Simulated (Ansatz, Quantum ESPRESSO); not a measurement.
# Rhodium (Fm-3m): phonons and their coupling to the electrons, part 2 of 4

Wanted: the coupling constant λ of Rhodium (Fm-3m) at ambient pressure.

Quantum ESPRESSO 7.5; DFT PBE, scalar-relativistic, plane waves, PseudoDojo norm-conserving pseudopotentials.

So far. Step 2 (A probe with smearing): No gap opens on this mesh, so smearing is kept; the start stands at 8.9 GPa. Step 4 (Ground state): The cell stands at -0.12 GPa, close enough for phonons. The relaxed cell has a = 3.832 Å (conventional setting).

The database entry behind the starting cell differs from later determinations by our own check (an axis about 0.2 % short against later determinations), so it need not match the best structure at ambient conditions.

## (7) Linear response on the mesh

Linear response treats each wavevector in the unit cell, with no supercell; the 4×4×4 mesh fixes the range of the force constants to be had. The change of the potential is kept for the electron-phonon matrix elements.

The input, ph.in:

```
phonons
 &inputph
    prefix='x',
    outdir='./tmp',
    fildyn='x.dyn',
    tr2_ph=1.0d-18,
    alpha_mix(1)=0.4,
    nmix_ph=8,
    ldisp=.true.,
    nq1=4,
    nq2=4,
    nq3=4,
    electron_phonon='interpolated',
    fildvscf='dvscf',
    el_ph_sigma=0.005,
    el_ph_nsigma=10,
 /
```

Launch:

```
> OMP_NUM_THREADS=1 mpirun -n 4 ph.x -nk 4 -in ph.in > ph.out
```

Numbers of over 12 decimals in the logs are rounded to 6 here.

The log of the run:

```text
[banners, grids, parts of the stress and lines that vanish by symmetry left out]
[banner, memory and clock lines left out]
Program PHONON v.7.5

     ./tmp/x.save/

     IMPORTANT: XC functional enforced from input :
     Exchange-correlation= PBE
                           (   1   4   3   4   0   0   0)
     Any further DFT definition will be discarded
     Please, verify this is what you really want

     G-vector sticks info

     Reading collected, re-writing distributed wavefunctions in ./tmp/

     Dynamical matrices for ( 4, 4, 4)  uniform grid of q-points
     (   8 q-points):
       N         xq(1)         xq(2)         xq(3)
       1   0.000000000   0.000000000   0.000000000
       2   0.176776695   0.176776695  -0.176776695
[...]
Number and degeneracy of irreps per q-point
       N         xq(1)         xq(2)         xq(3)   N irreps
       1   0.000000000   0.000000000   0.000000000       1
        3
       2   0.176776695   0.176776695  -0.176776695       2
        1   2
[...]
1   2
[...]
1   2
[...]
No degeneracy
[...]
No degeneracy
       7  -0.707106781   0.000000000   0.000000000       2
        1   2
       8  -0.707106781   0.353553391   0.000000000       2
        1   2

     Saving dvscf to file. Distribute only q points, not irreducible representations.

     Calculation of q =    0.0000000   0.0000000   0.0000000

     phonons

     bravais-lattice index     =            0
     lattice parameter (alat)  =       5.1211  a.u.
     unit-cell volume          =      94.9653 (a.u.)^3
     number of atoms/cell      =            1
     number of atomic types    =            1
     kinetic-energy cut-off    =      88.0000  Ry
     charge density cut-off    =     352.0000  Ry
     convergence threshold     =      1.0E-18
     beta                      =       0.4000
     number of iterations used =            8
     Exchange-correlation= PBE
                           (   1   4   3   4   0   0   0)

     celldm(1)=    5.12106  celldm(2)=    0.00000  celldm(3)=    0.00000
     celldm(4)=    0.00000  celldm(5)=    0.00000  celldm(6)=    0.00000

     crystal axes: (cart. coord. in units of alat)
               a(1) = (  0.0000  0.7071  0.7071 )
               a(2) = (  0.7071  0.0000  0.7071 )
               a(3) = (  0.7071  0.7071  0.0000 )

     reciprocal axes: (cart. coord. in units 2 pi/alat)
               b(1) = ( -0.7071  0.7071  0.7071 )
               b(2) = (  0.7071 -0.7071  0.7071 )
               b(3) = (  0.7071  0.7071 -0.7071 )

     Atoms inside the unit cell:

     Cartesian axes

     site n.  atom      mass           positions (alat units)
        1  Rh    102.9055   tau(    1) = (    0.00000    0.00000    0.00000  )

     Computing dynamical matrix for
                    q = (   0.0000000   0.0000000   0.0000000 )

     49 Sym.Ops. (with q -> -q+G )

     G cutoff =  233.8315  (  10657 G-vectors)     FFT grid: ( 32, 32, 32)

     number of k points=   145  Marzari-Vanderbilt smearing, width (Ry)=  0.0200

     PseudoPot. # 1 for Rh read from file:
     ./pseudo/Rh.upf
     Pseudo is Norm-conserving + core correction, Zval = 17.0

     Mode symmetry, O_h (m-3m)  point group:

     Atomic displacements:
     There are    1 irreducible representations

     Representation     1      3 modes -  To be done

     Alpha used in Ewald sum =   2.8000

     Representation #   1 modes #   1   2   3

     Self-consistent Calculation
      iter #   1   av.it.:   7.9
      thresh= 1.000E-02 alpha_mix =  0.400 |ddv_scf|^2 =  1.070E-05
      iter #   2   av.it.:  10.7
      thresh= 3.272E-04 alpha_mix =  0.400 |ddv_scf|^2 =  1.188E-06
[...]
End of self-consistent calculation

     Convergence has been achieved

     Number of q in the star =    1
     List of q in the star:
[...]
Diagonalizing the dynamical matrix

     q = (    0.000000000   0.000000000   0.000000000 )

 **************************************************************************
     freq (    1) =       0.019289 [THz] =       0.643407 [cm-1]
     freq (    2) =       0.019289 [THz] =       0.643407 [cm-1]
     freq (    3) =       0.019289 [THz] =       0.643407 [cm-1]
 **************************************************************************

     Mode symmetry, O_h (m-3m)  point group:

     freq (   1-   3) =          0.6  [cm-1]   --> T_1u G_15  G_4- I
     Electron-phonon interaction  ...

     [... narrower broadenings left out ...]
     Gaussian Broadening:   0.020 Ry, ngauss=   0
     DOS =  9.553333 states/spin/Ry/Unit Cell at Ef= 21.989678 eV
     lambda(    1)=  0.0000   gamma=    0.07 GHz
     lambda(    2)=  0.0000   gamma=    0.06 GHz
     lambda(    3)=  0.0000   gamma=    0.06 GHz
     [... wider broadenings left out ...]

     Number of q in the star =    1
     List of q in the star:
[...]
Calculation of q =    0.1767767   0.1767767  -0.1767767
     [... set-up and bands at k+q left out ...]

     Mode symmetry, C_3v (3m)   point group:

     Atomic displacements:
     There are    2 irreducible representations

     Representation     1      1 modes -  To be done

[...]
Message from routine init_vloc:
     Interpolation table for Vloc re-allocated

     Alpha used in Ewald sum =   2.8000

     Representation #   1 mode #   1

     Self-consistent Calculation

[...]
[... iterations left out ...]
[...]
End of self-consistent calculation

     Convergence has been achieved

     Representation #   2 modes #   2   3

[...]
[... iterations left out ...]
[...]
Convergence has been achieved

[...]
Diagonalizing the dynamical matrix

     q = (    0.176776695   0.176776695  -0.176776695 )

[...]
freq (    1) =       2.858540 [THz] =      95.350631 [cm-1]
     freq (    2) =       2.858540 [THz] =      95.350631 [cm-1]
     freq (    3) =       5.674273 [THz] =     189.273363 [cm-1]
[...]
Mode symmetry, C_3v (3m)   point group:

     freq (   1-   2) =         95.4  [cm-1]   --> E    L_3
     freq (   3-   3) =        189.3  [cm-1]   --> A_1  L_1
     Electron-phonon interaction  ...

     [... narrower broadenings left out ...]
     Gaussian Broadening:   0.020 Ry, ngauss=   0
     DOS =  9.553333 states/spin/Ry/Unit Cell at Ef= 21.989678 eV
     lambda(    1)=  0.1755   gamma=   13.08 GHz
     lambda(    2)=  0.1729   gamma=   12.89 GHz
     lambda(    3)=  0.0823   gamma=   24.17 GHz
     [... wider broadenings left out ...]

[...]
[... set-up and bands at k+q left out ...]

     Mode symmetry, D_3d (-3m)  point group:

[...]
Representation #   1 mode #   1

[...]
Convergence has been achieved

     Representation #   2 modes #   2   3

[...]
Convergence has been achieved

[...]
q = (   -0.353553391  -0.353553391   0.353553391 )

[...]
freq (    1) =       3.997611 [THz] =     133.345958 [cm-1]
     freq (    2) =       3.997611 [THz] =     133.345958 [cm-1]
     freq (    3) =       7.044853 [THz] =     234.990988 [cm-1]
[...]
Mode symmetry, D_3d (-3m)  point group:

     freq (   1-   2) =        133.3  [cm-1]   --> E_u  L_3'
     freq (   3-   3) =        235.0  [cm-1]   --> A_2u L_2'
[...]
lambda(    1)=  0.1421   gamma=   20.72 GHz
     lambda(    2)=  0.1430   gamma=   20.85 GHz
     lambda(    3)=  0.0769   gamma=   34.84 GHz
[...]
Mode symmetry, C_4v (4mm)  point group:

[...]
Convergence has been achieved

     Representation #   2 modes #   2   3

[...]
Convergence has been achieved

[...]
q = (    0.353553391   0.000000000   0.000000000 )

[...]
freq (    1) =       3.931881 [THz] =     131.153444 [cm-1]
     freq (    2) =       3.931881 [THz] =     131.153444 [cm-1]
     freq (    3) =       6.025592 [THz] =     200.992130 [cm-1]
[...]
Mode symmetry, C_4v (4mm)  point group:

     freq (   1-   2) =        131.2  [cm-1]   --> E    G_5 D_5
     freq (   3-   3) =        201.0  [cm-1]   --> A_1  G_1 D_1
[...]
lambda(    1)=  0.1216   gamma=   17.15 GHz
     lambda(    2)=  0.1229   gamma=   17.33 GHz
     lambda(    3)=  0.0503   gamma=   16.67 GHz
[...]
Mode symmetry, C_s (m)     point group:

[...]
Convergence has been achieved

[...]
Convergence has been achieved

[...]
Convergence has been achieved

[...]
q = (   -0.176776695  -0.530330086   0.530330086 )

[...]
freq (    1) =       4.739485 [THz] =     158.092210 [cm-1]
     freq (    2) =       5.040719 [THz] =     168.140292 [cm-1]
     freq (    3) =       6.539133 [THz] =     218.122010 [cm-1]
[...]
Mode symmetry, C_s (m)     point group:

     freq (   1-   1) =        158.1  [cm-1]   --> A''
     freq (   2-   2) =        168.1  [cm-1]   --> A'
     freq (   3-   3) =        218.1  [cm-1]   --> A'
[...]
lambda(    1)=  0.1376   gamma=   28.21 GHz
     lambda(    2)=  0.2279   gamma=   52.82 GHz
     lambda(    3)=  0.1062   gamma=   41.44 GHz
[...]
Mode symmetry, C_2v (mm2)  point group:

[...]
Convergence has been achieved

[...]
Convergence has been achieved

[...]
Convergence has been achieved

[...]
q = (    0.000000000  -0.353553391   0.353553391 )

[...]
freq (    1) =       4.065336 [THz] =     135.605011 [cm-1]
     freq (    2) =       4.764651 [THz] =     158.931655 [cm-1]
     freq (    3) =       6.496328 [THz] =     216.694182 [cm-1]
[...]
Mode symmetry, C_2v (mm2)  point group:

     freq (   1-   1) =        135.6  [cm-1]   --> B_1  D_3  S_3
     freq (   2-   2) =        158.9  [cm-1]   --> B_2  D_4  S_4
     freq (   3-   3) =        216.7  [cm-1]   --> A_1  D_1  S_1
[...]
lambda(    1)=  0.1793   gamma=   27.04 GHz
     lambda(    2)=  0.2078   gamma=   43.03 GHz
     lambda(    3)=  0.0916   gamma=   35.27 GHz
[...]
Calculation of q =   -0.7071068   0.0000000   0.0000000
     [... set-up and bands at k+q left out ...]

     Mode symmetry, D_4h(4/mmm) point group:

     Atomic displacements:
     There are    2 irreducible representations

[...]
Alpha used in Ewald sum =   2.8000

     Representation #   1 mode #   1

[...]
Convergence has been achieved

     Representation #   2 modes #   2   3

[...]
Convergence has been achieved

[...]
Diagonalizing the dynamical matrix

     q = (   -0.707106781   0.000000000   0.000000000 )

[...]
freq (    1) =       5.373114 [THz] =     179.227779 [cm-1]
     freq (    2) =       5.373114 [THz] =     179.227779 [cm-1]
     freq (    3) =       6.609887 [THz] =     220.482100 [cm-1]
[...]
Mode symmetry, D_4h(4/mmm) point group:

     freq (   1-   2) =        179.2  [cm-1]   --> E_u  X_5' M_5'
     freq (   3-   3) =        220.5  [cm-1]   --> A_2u X_4' M_4'
     Electron-phonon interaction  ...

     [... narrower broadenings left out ...]
     Gaussian Broadening:   0.020 Ry, ngauss=   0
     DOS =  9.553333 states/spin/Ry/Unit Cell at Ef= 21.989678 eV
     lambda(    1)=  0.1710   gamma=   45.04 GHz
     lambda(    2)=  0.1717   gamma=   45.22 GHz
     lambda(    3)=  0.1631   gamma=   65.03 GHz
     [... wider broadenings left out ...]

[...]
Calculation of q =   -0.7071068   0.3535534   0.0000000
     [... set-up and bands at k+q left out ...]

     Mode symmetry, D_2d (-42m) point group:

     Atomic displacements:
     There are    2 irreducible representations

     Representation     1      1 modes -  To be done

     Representation     2      2 modes -  To be done

     Alpha used in Ewald sum =   2.8000

     Representation #   1 mode #   1

     Self-consistent Calculation

[...]
[... iterations left out ...]
[...]
End of self-consistent calculation

     Convergence has been achieved

     Representation #   2 modes #   2   3

     Self-consistent Calculation

      iter #   1   av.it.:   8.9
      thresh= 1.000E-02 alpha_mix =  0.400 |ddv_scf|^2 =  1.742E-04

      [... iterations left out ...]
      iter #  11   av.it.:  12.2
      thresh= 1.975E-10 alpha_mix =  0.400 |ddv_scf|^2 =  1.205E-20

     End of self-consistent calculation

     Convergence has been achieved

     Number of q in the star =    6
     List of q in the star:
[...]
Diagonalizing the dynamical matrix

     q = (   -0.707106781   0.353553391   0.000000000 )

 **************************************************************************
     freq (    1) =       5.328290 [THz] =     177.732608 [cm-1]
     freq (    2) =       5.841522 [THz] =     194.852186 [cm-1]
     freq (    3) =       5.841522 [THz] =     194.852186 [cm-1]
 **************************************************************************

     Mode symmetry, D_2d (-42m) point group:

     freq (   1-   1) =        177.7  [cm-1]   --> B_2  X_3  W_2
     freq (   2-   3) =        194.9  [cm-1]   --> E    X_5  W_3
     Electron-phonon interaction  ...

     [... narrower broadenings left out ...]
     Gaussian Broadening:   0.020 Ry, ngauss=   0
     DOS =  9.553333 states/spin/Ry/Unit Cell at Ef= 21.989678 eV
     lambda(    1)=  0.1952   gamma=   50.57 GHz
     lambda(    2)=  0.1538   gamma=   47.86 GHz
     lambda(    3)=  0.1523   gamma=   47.42 GHz
     [... wider broadenings left out ...]

     Number of q in the star =    6
     List of q in the star:
[...]
5   0.353553391   0.000000000  -0.707106781
          6  -0.353553391  -0.000000000   0.707106781


[key lines of the parts left out:]
the Fermi energy is    22.0049 ev
```

The job ended after 43 min (4 MPI ranks of Arm Neoverse V2, shared host).

This step gave:

```yaml
largest_acoustic_frequency_at_the_zone_centre_before_the_sum_rule: 0.64 cm⁻¹
lowest_mode_on_the_q_mesh_acoustic_ones_at_the_zone_centre_apart: 95.35 cm⁻¹
```

Frequencies (cm⁻¹) at each irreducible wavevector; negative means imaginary. Frequencies by wavevector:

```csv
q (fractions),star,mode 1,mode 2,mode 3
0 0 0,1,0.64,0.64,0.64
0 0 0.25,8,95.35,95.35,189.3
0 0 -0.5,4,133.3,133.3,235
0 0.25 0.25,6,131.2,131.2,201
0 0.25 -0.5,24,158.1,168.1,218.1
0 0.25 -0.25,12,135.6,158.9,216.7
0 -0.5 -0.5,3,179.2,179.2,220.5
0.25 -0.5 -0.25,6,177.7,194.8,194.8
```

Couplings of single modes at a Gaussian broadening of 0.02 Ry, as ph.x prints them; it sets λ to zero for modes under 20 cm⁻¹. Mode couplings:

```csv
q (fractions),mode,frequency (cm⁻¹),λ,linewidth γ (GHz)
0 0 0.25,1,95.35,0.1755,13.08
0 0 0.25,2,95.35,0.1729,12.89
0 0 0.25,3,189.3,0.0823,24.17
0 0 -0.5,1,133.3,0.1421,20.72
0 0 -0.5,2,133.3,0.143,20.85
0 0 -0.5,3,235,0.0769,34.84
0 0.25 0.25,1,131.2,0.1216,17.15
0 0.25 0.25,2,131.2,0.1229,17.33
0 0.25 0.25,3,201,0.0503,16.67
0 0.25 -0.5,1,158.1,0.1376,28.21
0 0.25 -0.5,2,168.1,0.2279,52.82
0 0.25 -0.5,3,218.1,0.1062,41.44
0 0.25 -0.25,1,135.6,0.1793,27.04
0 0.25 -0.25,2,158.9,0.2078,43.03
0 0.25 -0.25,3,216.7,0.0916,35.27
0 -0.5 -0.5,1,179.2,0.171,45.04
0 -0.5 -0.5,2,179.2,0.1717,45.22
0 -0.5 -0.5,3,220.5,0.1631,65.03
0.25 -0.5 -0.25,1,177.7,0.1952,50.57
0.25 -0.5 -0.25,2,194.8,0.1538,47.86
0.25 -0.5 -0.25,3,194.8,0.1523,47.42
```

The acoustic modes at Γ come out as far as 0.6 cm⁻¹ from zero, where they should vanish, a small numerical error.

## (8) Fourier transform to real space

The dynamical matrices of the mesh are Fourier-transformed to force constants in real space.

The input, q2r.in:

```
 &input
    fildyn='x.dyn',
    zasr='crystal',
    flfrc='x.fc',
    la2F=.true.,
 /
```

Launch:

```
> q2r.x < q2r.in > q2r.out
```

The log of the run:

```text
[banners, grids, parts of the stress and lines that vanish by symmetry left out]
[banner, memory and clock lines left out]
Program Q2R v.7.5

  reading grid info from file x.dyn0

  reading force constants from file x.dyn1
  Dielectric Tensor not found
  nqs=            1
 q=   0.00000000  0.00000000  0.00000000
  reading force constants from file x.dyn2
  nqs=            8
 q=   0.17677670  0.17677670 -0.17677670
[...]
reading force constants from file x.dyn7
  nqs=            3
[...]
reading force constants from file x.dyn8
  nqs=            6
[...]
q=   0.35355339  0.00000000 -0.70710678
 q=  -0.35355339 -0.00000000  0.70710678

      q-space grid ok, #points =   64

      fft-check success (sum of imaginary terms < 10^-12)

   Preparing gamma for a2F

 Broadening =      0.005
      q-space grid ok, #points =   64

      fft-check success (sum of imaginary terms < 10^-12)

 Broadening =      0.010
[...]
Broadening =      0.045
      q-space grid ok, #points =   64

      fft-check success (sum of imaginary terms < 10^-12)

 Broadening =      0.050
      q-space grid ok, #points =   64

      fft-check success (sum of imaginary terms < 10^-12)
```

Run time: 0.48 s. Hardware: 1 thread.

## (9) Dispersion

From the force constants any wavevector is cheap; points of the mesh come back as solved, but for the sum rule and, in polar crystals, the LO-TO term at Γ; the rest is interpolation.

The input, matdyn.in:

```
 &input
    asr='crystal',
    flfrc='x.fc',
    flfrq='x.freq',
    flvec='x.modes',
    q_in_band_form=.true.,
    q_in_cryst_coord=.true.,
 /
8
  0.0000000   0.0000000   0.0000000  12  ! GAMMA
  0.5000000   0.0000000   0.5000000  12  ! X
  0.6250000   0.2500000   0.6250000   1  ! U
  0.3750000   0.3750000   0.7500000  12  ! K
  0.0000000   0.0000000   0.0000000  12  ! GAMMA
  0.5000000   0.5000000   0.5000000  12  ! L
  0.5000000   0.2500000   0.7500000  12  ! W
  0.5000000   0.0000000   0.5000000   1  ! X
```

Launch:

```
> matdyn.x -in matdyn.in > matdyn.out
```

The log of the run:

```text
[banner, memory and clock lines left out]
Program MATDYN v.7.5

 mass for atomic type   1 not given; uses mass from file x.fc
 Norm of the difference between old and new effective charges:    0.000000

 Norm of the difference between old and new force-constants:   6.9715e-07

     Message from routine matdyn:
     Z* not found in file x.fc, TO-LO splitting at q=0 will be absent!
     Message from routine matdyn:
     Z* not found in file x.fc, TO-LO splitting at q=0 will be absent!

Note: The following floating-point exceptions are signalling: IEEE_UNDERFLOW_FLAG
```

It took 0.47 s on 1 thread.

This step gave:

* lowest frequency on the path: 0 cm⁻¹
* mean frequency: 168.2 cm⁻¹
* Debye temperature (second moment): 321 K
* logarithmic mean frequency: 162.6 cm⁻¹

Matdyn.x, sum rule crystal. Phonon branches along the path, in cm⁻¹:

```csv
point,branch 1,branch 2,branch 3
Γ,0,0,0
halfway,131,131,201
X,179,179,220
halfway,176,182,216
U,168,192,203
jump to K,168,192,203
halfway,111,129,206
Γ,0,0,0
halfway,95,95,189
L,133,133,235
halfway,152,168,218
W,178,195,195
halfway,178,182,212
X,179,179,220
```

The phonon branches as a text plot (rows in cm⁻¹):

```
    230 |                                      ******
    220 |        *******      *               *      **        **
    211 |       *       *   ** *             *         *     **
    201 |      *         ***    *                       ** **
    191 |                ***     *          *           *****
    181 |     *     *****   *                          *  *******
    171 |         **    **   *             *          * **
    162 |        *        **  *   *                  * *
    152 |    *              *                        **
    142 |       *            * *          *        **
    132 |      *              * *  *            ****
    122 |   *                  *               *
    113 |     *                 **       *    *
    103 |                                    *
     93 |    *                   ** *       *
     83 |  *                      *        *
     73 |   *                      *    * *
     64 |                          *
     54 |                                *
     44 | **                        ***
     34 |                               *
     24 | *                          **
     15 |
      5 |*                             *
         Γ           X  U|K            Γ         L        W     X
```

Lowest modes at the softest wavevector of the mesh; phase exp(i q.(R + tau)). Modes at q = (0.000, 0.250, 0.000):

```csv
mode,frequency (cm⁻¹)
1,95.4
2,95.4
3,189.3
```

Displacements in mode 1 (95.4 cm⁻¹), the largest set to 1, in the home cell:
```
Rh1 -0.50  0.50  1.00
```

Displacements in mode 3 (189.3 cm⁻¹), the largest set to 1, in the home cell:
```
Rh1  1.00 -1.00  1.00
```

Force constants by pair (phonopy on the run's constants); pairs near half the supercell's span include their periodic images. Pair force constants, by row:

| atom | neighbour | distance (Å) | third of the trace (eV/Å²) | along the pair's line (eV/Å²) |
| --- | --- | --- | --- | --- |
| Rh1 | itself | 0 | 11.3 | – |
| Rh1 | Rh | 2.71 | -0.7207 | -2.343 |
| Rh1 | Rh | 3.832 | -0.044 | -0.543 |
| Rh1 | Rh | 4.694 | -0.0934 | -0.2916 |
| Rh1 | Rh | 5.42 | -0.05 | -0.1085 |
| Rh1 | Rh | 6.06 | 0.0178 | 0.027 |
| Rh1 | Rh | 6.638 | -0.0616 | -0.0616 |

Harmonic mean-square displacement, third of the trace. Mean-square displacements:

```
T (K)  Rh1 U_eq (Å²)
    0        0.00106
  100        0.00145
  300        0.00341
  600        0.00663
```

Mode patterns, pair constants, displacements and means over the zone were worked out by phonopy from the force constants of q2r.x.

All branches are real along the path.

(Part 2 of 4 ends here.)

[Host names and launcher messages were left out of these logs when they were recorded.]

[Logs are printed without paths, hosts, clocks, repeated set-up lines and the standing remarks that a program may print on its own settings, such as how far it seeks lower states.]

[Hosts, paths, dates, database ids (printed as entryN), source tags and the programs' standing remarks are cut or masked in the printed files.]
